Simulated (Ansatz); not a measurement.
# TiOs (Pm-3m): from the cell to its phonons

Task: relax TiOs (Pm-3m), then find its harmonic phonons.

Main program and level: Ansatz 0.2.0; DFT PBEsol, scalar-relativistic, plane waves, PAW; PAW set soft_1.

This is a report of a sequence of runs, with most program output left out.

## Step 1: The structure

It takes space group Pm-3m (No. 221, cubic). Conventional cell: a = 3.080 Å, b = 3.080 Å, c = 3.080 Å, α = 90.00°, β = 90.00°, γ = 90.00°. Nearest to Ti lie 8 Os at 2.67 Å. Nearest to Os lie 8 Ti at 2.67 Å. Farther neighbours are not listed.

As a file:

```cif
data_structure
_symmetry_space_group_name_H-M 'Pm-3m'
_symmetry_Int_Tables_number 221
_cell_length_a 3.0800
_cell_length_b 3.0800
_cell_length_c 3.0800
_cell_angle_alpha 90.000
_cell_angle_beta 90.000
_cell_angle_gamma 90.000
_cell_volume 29.22
loop_
_atom_site_label
_atom_site_type_symbol
_atom_site_symmetry_multiplicity
_atom_site_Wyckoff_symbol
_atom_site_fract_x
_atom_site_fract_y
_atom_site_fract_z
_atom_site_occupancy
Ti1 Ti 1 b 0.50000 0.50000 0.50000 1
Os1 Os 1 a 0.00000 0.00000 0.00000 1
```

## Step 2: Bringing the structure to rest

Harmonic phonons are second derivatives at a point where the forces vanish, and they are wanted at zero stress, so atoms and cell are relaxed first.

The input, input.yaml:

```yaml
crystal:
  lattice:
    - [3.08, 0.0, 0.0]
    - [0.0, 3.08, 0.0]
    - [0.0, 0.0, 3.08]
  atoms:
    - { symbol: Ti, position: [0.5, 0.5, 0.5] }
    - { symbol: Os, position: [0.0, 0.0, 0.0] }
kpoints:
  mp_grid: { grid: [14, 14, 14] }
hamiltonian:
  xc: pbesol
  pseudopotentials: { kind: paw, azcp: { folder: soft_1 }, xc_functional: pbe }
scf:
  occupations: { method: gaussian, width: 0.1 }
output:
  forces: true
  stress: true
  eigenvalues: true
  write_density: true
  write_potential: true
  elf: true
  volumetric_format: npy
relax:
  adjacent_minimum: "off"
  f_tol: 0.005
  max_steps: 80
  cell: { stress_tol: 0.05 }
```

Run with:

```
$ ansatz run input.yaml --threads 4 --pin off --max-ram 10240MiB --backend cpu --events-out ev --progress --plain --runs-dir out
```

It took 5.8 s on 4 threads of Arm Neoverse V2, shared host; peak memory 0.38 GiB.

Step by step:

```
step  energy less that of the first step (eV)  largest force component (eV/Å)  pressure (GPa)  volume (Å³)
   1                                   0.0000                          0.0000           -4.51        29.22
   2                                   0.0037                          0.0000            6.09        28.09
   3                                  -0.0075                          0.0000           -0.17        28.73
   4                                  -0.0075                          0.0000            0.00        28.71
  5*                                  -0.0073                          0.0000            0.01        28.71
```

Relaxation steps marked * repeat the geometry before them on a plane-wave basis chosen anew for their cell, so energy and pressure can jump there. Relaxation step 2 was tried and not accepted.

The run keeps the 48 symmetry operations that it works with, so distortions that break them were not tested.

```
conventional cell, symmetrised  before  after  change
                         a (Å)   3.080  3.062  -0.6 %
                         b (Å)   3.080  3.062  -0.6 %
                         c (Å)   3.080  3.062  -0.6 %
              volume (Å³/atom)   14.61  14.35  -1.7 %
```

The relaxed structure:

```xyz
2
Lattice="3.0620 0.0000 0.0000 0.0000 3.0620 0.0000 0.0000 0.0000 3.0620" Properties=species:S:1:pos:R:3 pbc="T T T"
Ti    1.5310    1.5310    1.5310
Os    0.0000    0.0000    0.0000
```

Numbers from this step:

* pressure: 0.005961 GPa
* volume per atom: 14.35 Å³
* gap on the k-mesh: 0 eV

ELF in the ac plane at fractional y = 0.000, with atoms of Os within 0.2 Å of it. It is the smooth field of the valence electrons, not physical close to the nuclei.

Ten even steps from '0' (0.22) to '9' (0.62):
```
6798300363003897
8998411464114899
7886323565323688
3343234565432343
0012344444443210
0013444333444310
3345543212345543
6666643101346666
3345543212345543
0013444333444310
0012344444443210
3343234565432343
7886323565323688
8998411464114899
6798300363003897
4687300363003786
```
Columns run along a (3.1 Å), rows up along c (3.1 Å). Atoms in or near the plane, at fractional coordinates: Os at (0.00, 0.00).

Electrostatic potential energy in the ac plane at fractional y = 0.000, with atoms of Os within 0.2 Å of it. With pseudopotentials it is smooth inside the atoms' cores, unlike the true potential.

Ten even steps from '0' (-61 eV) to '9' (22 eV):
```
0002579999975200
0023689999986320
2235799999997532
4567899999998765
7789999999999987
9999999999999999
9999999999999999
9999999999999999
9999999999999999
9999999999999999
7789999999999987
4567899999998765
2235799999997532
0023689999986320
0002579999975200
0002479999974200
```
Columns run along a (3.1 Å; values clipped at the 3rd and 97th percentile), rows up along c (3.1 Å). Atoms in or near the plane, at fractional coordinates: Os at (0.00, 0.00).

Valence density in the ac plane at fractional y = 0.000, with atoms of Os within 0.2 Å of it. It is the smooth field of the valence electrons, not physical close to the nuclei.

Ten even steps from '0' (0.2 e/Å³) to '9' (8.7 e/Å³):
```
9974100000001479
8753100000001357
5431000000000134
2110000000000011
0000000000000000
0000000000000000
0000000000000000
0000000000000000
0000000000000000
0000000000000000
0000000000000000
2110000000000011
5431000000000134
8753100000001357
9974100000001479
9985200000002589
```
Columns run along a (3.1 Å), rows up along c (3.1 Å). Atoms in or near the plane, at fractional coordinates: Os at (0.00, 0.00).

In this step the volume went from 14.61 to 14.35 Å³/atom.

## Step 3: Tight relaxation

Phonons need a cell at rest on their own settings, so the relaxation is repeated with tight tolerances on forces and stress, using the mesh and the filling of the phonon run that follows.

input.yaml, the sections that differ from step 2:

```yaml
crystal:
  lattice:
    - [3.0619995325, 0.0, 0.0]
    - [0.0, 3.0619995325, 0.0]
    - [0.0, 0.0, 3.0619995325]
  atoms:
    - { symbol: Ti, position: [0.5, 0.5, 0.5] }
    - { symbol: Os, position: [0.0, 0.0, 0.0] }
kpoints:
  mp_grid: { grid: [16, 16, 16] }
scf:
  occupations: { method: methfessel_paxton, width: 0.2 }
relax:
  adjacent_minimum: "off"
  f_tol: 0.001
  max_steps: 60
  cell: { stress_tol: 0.01 }
# hamiltonian, output: as in step 2
```

It took 5.7 s on 4 threads; peak memory 0.4 GiB.

Little changed from the start: no atom moved by 0.005 Å and no cell edge by 0.1 %.

Numbers from this step:

| Item | Value |
| --- | --- |
| pressure | 1.10e-4 GPa |

Valence density in the ac plane at fractional y = 0.500, with atoms of Ti within 0.2 Å of it. It is the smooth field of the valence electrons, not physical close to the nuclei.

Values in e/Å³, 16 rows by 16 columns:
```
 0  0  0  0  0  0  0  0  0  0  0  0  0  0  0  0
 0  0  0  0  0  0  0  0  0  0  0  0  0  0  0  0
 0  0  0  0  0  0  0  0  0  0  0  0  0  0  0  0
 0  0  0  0  0  0  1  1  1  1  1  0  0  0  0  0
 0  0  0  0  0  1  2  3  4  3  2  1  0  0  0  0
 0  0  0  0  1  2  4  7  8  7  4  2  1  0  0  0
 0  0  0  0  1  3  7 10 11 10  7  3  1  0  0  0
 0  0  0  0  1  4  8 11 12 11  8  4  1  0  0  0
 0  0  0  0  1  3  7 10 11 10  7  3  1  0  0  0
 0  0  0  0  1  2  4  7  8  7  4  2  1  0  0  0
 0  0  0  0  0  1  2  3  4  3  2  1  0  0  0  0
 0  0  0  0  0  0  1  1  1  1  1  0  0  0  0  0
 0  0  0  0  0  0  0  0  0  0  0  0  0  0  0  0
 0  0  0  0  0  0  0  0  0  0  0  0  0  0  0  0
 0  0  0  0  0  0  0  0  0  0  0  0  0  0  0  0
 0  0  0  0  0  0  0  0  0  0  0  0  0  0  0  0
```
Columns run along a (3.1 Å), rows up along c (3.1 Å). Atoms in or near the plane, at fractional coordinates: Ti at (0.50, 0.50).

ELF in the ac plane at fractional y = 0.500, with atoms of Ti within 0.2 Å of it. It is the smooth field of the valence electrons, not physical close to the nuclei.

Values, 16 rows by 16 columns:
```
0.47 0.47 0.48 0.47 0.44 0.37 0.27 0.20 0.17 0.20 0.27 0.37 0.44 0.47 0.48 0.47
0.48 0.48 0.47 0.43 0.35 0.23 0.14 0.10 0.08 0.10 0.14 0.23 0.35 0.43 0.47 0.48
0.48 0.47 0.43 0.34 0.21 0.13 0.10 0.10 0.10 0.10 0.10 0.13 0.21 0.34 0.43 0.47
0.46 0.44 0.35 0.21 0.13 0.16 0.27 0.36 0.39 0.36 0.27 0.16 0.13 0.21 0.35 0.44
0.41 0.37 0.23 0.13 0.16 0.37 0.59 0.68 0.69 0.68 0.59 0.37 0.16 0.13 0.23 0.37
0.34 0.27 0.14 0.10 0.27 0.59 0.74 0.74 0.73 0.74 0.74 0.59 0.27 0.10 0.14 0.27
0.27 0.20 0.10 0.10 0.36 0.68 0.74 0.69 0.63 0.69 0.74 0.68 0.36 0.10 0.10 0.20
0.25 0.17 0.08 0.10 0.39 0.69 0.73 0.63 0.54 0.63 0.73 0.69 0.39 0.10 0.08 0.17
0.27 0.20 0.10 0.10 0.36 0.68 0.74 0.69 0.63 0.69 0.74 0.68 0.36 0.10 0.10 0.20
0.34 0.27 0.14 0.10 0.27 0.59 0.74 0.74 0.73 0.74 0.74 0.59 0.27 0.10 0.14 0.27
0.41 0.37 0.23 0.13 0.16 0.37 0.59 0.68 0.69 0.68 0.59 0.37 0.16 0.13 0.23 0.37
0.46 0.44 0.35 0.21 0.13 0.16 0.27 0.36 0.39 0.36 0.27 0.16 0.13 0.21 0.35 0.44
0.48 0.47 0.43 0.34 0.21 0.13 0.10 0.10 0.10 0.10 0.10 0.13 0.21 0.34 0.43 0.47
0.48 0.48 0.47 0.43 0.35 0.23 0.14 0.10 0.08 0.10 0.14 0.23 0.35 0.43 0.47 0.48
0.47 0.47 0.48 0.47 0.44 0.37 0.27 0.20 0.17 0.20 0.27 0.37 0.44 0.47 0.48 0.47
0.46 0.47 0.48 0.48 0.46 0.41 0.34 0.27 0.25 0.27 0.34 0.41 0.46 0.48 0.48 0.47
```
Columns run along a (3.1 Å), rows up along c (3.1 Å). Atoms in or near the plane, at fractional coordinates: Ti at (0.50, 0.50).

Electrostatic potential energy in the ac plane at fractional y = 0.500, with atoms of Ti within 0.2 Å of it. With pseudopotentials it is smooth inside the atoms' cores, unlike the true potential.

Ten even steps from '0' (-22 eV) to '9' (22 eV):
```
9999999999999999
9999999888999999
9999987666789999
9999864333468999
9998642101246899
9997420000024799
9986310000013689
9986300000003689
9986310000013689
9997420000024799
9998642101246899
9999864333468999
9999987666789999
9999999888999999
9999999999999999
9999999999999999
```
Columns run along a (3.1 Å; values clipped at the 3rd and 97th percentile), rows up along c (3.1 Å). Atoms in or near the plane, at fractional coordinates: Ti at (0.50, 0.50).

The forces vanish by symmetry and the pressure is 0.000 GPa, within the tolerances set. The cell now holds 14.35 Å³/atom.

## Step 4: Linear response at the zone centre

The zone centre comes first: it holds the modes that light can see, as far as symmetry allows. No field response is asked, since the mesh shows no gap.

input.yaml, the sections that differ from step 3:

```yaml
crystal:
  lattice:
    - [3.0617155614, 0.0, 0.0]
    - [0.0, 3.0617155614, 0.0]
    - [0.0, 0.0, 3.0617155614]
  atoms:
    - { symbol: Ti, position: [0.5, 0.5, 0.5] }
    - { symbol: Os, position: [0.0, 0.0, 0.0] }
output:
  eigenvalues: true
phonons:
  method: dfpt
# kpoints, hamiltonian, scf: as in step 3
# relax: removed
```

Run time: 17 s. Hardware: 4 threads; peak memory 0.9 GiB.

This step gave:

```
sum-rule residual before enforcement                    : 4.06e-5 eV/Å²
point group                                             : m-3m
highest optical mode at the zone centre (no LO-TO term) : 233.8 cm⁻¹
lowest optical zone-centre mode                         : 233.8 cm⁻¹
```

Patterns of degenerate modes are one choice out of their space. The modes at Γ (shares of kinetic energy by element, %):

```
mode  frequency (cm⁻¹)  symmetry  Ti %  Os %
   1               0.0  acoustic    20    80
   2               0.0  acoustic    20    80
   3               0.0  acoustic    20    80
   4             233.8       T1u    80    20
   5             233.8       T1u    80    20
   6             233.8       T1u    80    20
```

Displacements in mode 6 (233.8 cm⁻¹), the largest set to 1:
```
Ti1  0.00  1.00  0.00
Os2  0.00 -0.25  0.00
```

Before it was imposed, the acoustic sum rule was missed by 4.1e-5 eV/Å². Small misses are needed for a sound result but don't prove that mesh and cutoff are converged. The lowest optical mode is real, 234 cm⁻¹.

## Step 5: Phonons on a q mesh

Stability and thermal properties need the whole zone. Linear response on a 4×4×4 q mesh gives force constants as far as a supercell of that size would.

Changes to input.yaml since step 4:

```diff
@@ -19 +19,8 @@
   method: dfpt
+  qmesh: [4, 4, 4]
+  temperatures: { t_max: 1000, t_step: 50 }
+  qpath:
+    path:
+      - [[0.0, 0.0, 0.0], [0.0, 0.5, 0.0], [0.5, 0.5, 0.0], [0.0, 0.0, 0.0], [0.5, 0.5, 0.5], [0.0, 0.5, 0.0]]
+      - [[0.5, 0.5, 0.5], [0.5, 0.5, 0.0]]
+    npoints: 10
```

Wall time 8.3 min (4 threads); peak memory 3.1 GiB.

This step gave:

```
sum-rule residual before enforcement                       : 3.70e-5 eV/Å²
lowest frequency on the path                               : 0 cm⁻¹
highest frequency on the path or at a solved wavevector    : 400.6 cm⁻¹
mean frequency                                             : 212.6 cm⁻¹
Debye temperature (second moment)                          : 421 K
logarithmic mean frequency                                 : 197.3 cm⁻¹
lowest mode on the q mesh (acoustic modes at Γ apart)      : 82.17 cm⁻¹
zero-point energy per atom                                 : 39.54 meV
heat capacity at 300 K                                     : 22.68 J/(mol atoms K)
vibrational entropy at 300 K                               : 27.50 J/(mol atoms K)
edges of the widest gap between branches, on path and mesh : 183.4, 205.1 cm⁻¹
```

Frequencies (cm⁻¹) solved at each irreducible wavevector; negative means imaginary. Frequencies by wavevector, by row:

```
q in reciprocal lattice units  star  mode 1  mode 2  mode 3  mode 4  mode 5  mode 6
                        0 0 0     1       0       0       0   233.8   233.8   233.8
                     0 0 0.25     6    82.2    82.2   133.2     228     228   333.9
                     0 0 -0.5     3   139.8   139.8   177.1   205.1   205.1   400.6
                  0 0.25 0.25    12   108.8   112.7   159.5   222.7   277.6   321.7
                  0 0.25 -0.5    12   139.9   152.8     163   217.1   268.5     355
                  0 -0.5 -0.5     3   141.3   161.2   161.2   224.9   313.9   313.9
               0.25 0.25 0.25     8   135.5   135.5   163.7   276.9   276.9     306
               0.25 0.25 -0.5    12     155   164.2   165.3   267.7   274.6   328.3
               0.25 -0.5 -0.5     6   170.2   170.2     171   275.8   312.8   312.8
               -0.5 -0.5 -0.5     1   183.4   183.4   183.4   302.6   302.6   302.6
```

Interpolated from a 4×4×4 q mesh. The phonon branches at the labelled points (cm⁻¹):

```
    point  branch 1  branch 2  branch 3  branch 4  branch 5  branch 6
        Γ         0         0         0       234       234       234
  halfway        82        82       133       228       228       334
        X       140       140       177       205       205       401
  halfway       140       153       163       217       268       355
        M       141       161       161       225       314       314
  halfway       109       113       160       223       278       322
        Γ         0         0         0       234       234       234
  halfway       136       136       164       277       277       306
        R       183       183       183       303       303       303
  halfway       155       164       165       268       275       328
        X       140       140       177       205       205       401
jump to R       183       183       183       303       303       303
  halfway       170       170       171       276       313       313
        M       141       161       161       225       314       314
```

Tetrahedra on a 20×20×20 mesh, mean over bins of 5 cm-1. Interpolated from a 4×4×4 q mesh. Phonon density of states against wavenumber; read off at these points:

wavenumber (cm⁻¹), phonon density of states (1/cm⁻¹/cell) and a bar:
```
        2      0.000 
       18      0.000 
       32      0.001 
       42      0.001 
       58      0.002 #
       72      0.004 #
       88      0.006 ##
       98      0.008 ##
      112      0.013 ####
      128      0.022 ######
      142      0.048 #############
      152      0.037 ##########
      168      0.110 ##############################
      182      0.005 #
      198      0.000 
      208      0.002 #
      222      0.031 ########
      232      0.031 #########
      238      0.026 #######
      252      0.019 #####
      262      0.018 #####
      278      0.019 #####
      292      0.018 #####
      308      0.028 ########
      312      0.028 ########
      318      0.027 #######
      332      0.014 ####
      348      0.008 ##
      362      0.005 #
      372      0.004 #
      388      0.002 #
      402      0.000
```

The partial phonon density of states has structure finer than the step of the table below, so its rows give means over 20 cm⁻¹, whole bins alone (the curve runs from -10 to 422 cm⁻¹). Peaks (cm⁻¹: height): Os 166.5: 0.0891; Ti 226.3: 0.0286, 261.6: 0.0203, 277.9: 0.0204, 291.5: 0.0220, 310.5: 0.0301.

Phonopy on the run's constants, 19x19x19 mesh, Gaussian sigma 3.1 cm-1. Interpolated from a 4×4×4 q mesh. Partial phonon density of states against wavenumber; means over each step; values in 1/cm⁻¹/cell:

```
wavenumber (cm⁻¹)       Os       Ti
                0   2.0e-5   4.3e-6
               20   2.2e-4   5.3e-5
               40   9.6e-4   2.2e-4
               60  0.00217   4.5e-4
               80  0.00438   7.8e-4
              100  0.00817  0.00116
              120   0.0156  0.00150
              140   0.0369  0.00142
              160   0.0568  0.00178
              180   0.0171   3.3e-4
              200   4.1e-5   1.0e-3
              220  0.00132   0.0197
              240  0.00223   0.0224
              260  0.00136   0.0171
              280  0.00107   0.0173
              300   8.2e-4   0.0216
              320   5.7e-4   0.0230
              340   1.9e-4   0.0104
              360   7.7e-5  0.00572
              380   2.5e-5  0.00328
              400   1.7e-6   7.8e-4
```

(Continued in part 2 of 2.)

[Logs are printed without paths, hosts, clocks, repeated set-up lines and the standing remarks that a program may print on its own settings, such as how far it seeks lower states.]

[Hosts, paths, dates, database ids (printed as entryN), source tags and the programs' standing remarks are cut or masked in the printed files.]
